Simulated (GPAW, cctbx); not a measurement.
# By hand: from a DFT structure factor to an extinction distance in NaLi3Cl4

NaLi3Cl4, Pm-3m (no. 221), a = 5.3199 Å, b = 5.3199 Å, c = 5.3199 Å, α = 90.00°, β = 90.00°, γ = 90.00°.

```csv
atom,mult.,x,y,z
Cl1,3,1/2,0,1/2
Cl2,1,0,0,0
Na1,1,1/2,1/2,1/2
Li1,3,0,0,1/2
```

The cell is our own: ordered rocksalt alloy in the eight-atom cube, 3 of 4 Na sites given to Li.

A DFT run (GPAW, PBE, 600 eV, 4×4×4 k-points, Fermi–Dirac width 0.02 eV) gives the static X-ray structure factor of 111 as 38.936 e for the conventional cell; superposed free atoms give 38.335 e. **Problem.** Find the Fourier component V of the crystal potential and the two-beam extinction distance at 200 kV in both cases.

**1. Geometry**

The cell volume is Ω = 150.56 Å³ and d(111) = 3.0714 Å, so g = 1/d = 0.3256 Å⁻¹.

**2. The nuclei**

Electrons feel nuclei as well as electrons, so the nuclear charges are summed with the same phases.

Phase sums Σ exp(2πi h·x), turned so that the total is real and positive: Cl +4.000, Na -1.000, Li -3.000. Then F_Z = 17 × (+4.000) + 11 × (-1.000) + 3 × (-3.000) = 48.00 e. The electron term has the same sign for this reflection.

**3. Mott–Bethe**

Poisson's equation, term by term, gives V = (e/4πε₀)(F_Z − F)/(πΩg²), with e/4πε₀ = 14.3996 V Å.

The prefactor is 14.3996 × 3.0714²/(π × 150.56) = 0.28719 V per electron. Free atoms: (48.00 − 38.335) × 0.28719 = 2.776 V. Crystal: (48.00 − 38.936) × 0.28719 = 2.603 V. F changes by +1.57 % and V by -6.2 %: the same 0.60 e is measured against F_Z − F = 9.7 e in place of F = 38.3 e.

**4. Extinction distance**

In the two-beam case ξ = 1/(λU) with U = 2γm₀eV/h², that is ξ = 150.41 V Å²/(γλV).

At 200 kV, λ = 0.02508 Å and γ = 1.3914. Free atoms: ξ = 1553 Å. Crystal: ξ = 1656 Å. The thickness fringes go as sin²(πt/ξ), so the two patterns slip by a quarter of a period when t|1/ξ₁ − 1/ξ₀| = 1/4, at t ≈ 624 nm. Thermal motion, absorption and many-beam coupling, left out here, change a real pattern.

**5. Answer**

V(111) is 2.60 V against 2.78 V, and ξ is 1656 against 1553 Å. Limits: static atoms, two beams.

[Outputs are excerpts: Python notices, other lines and further rows are left out; steps that failed or that the build refused (PBEsol, TPSS) are not shown.]

[Logs are printed without paths, hosts, clocks, repeated set-up lines and the standing remarks that a program may print on its own settings, such as how far it seeks lower states.]
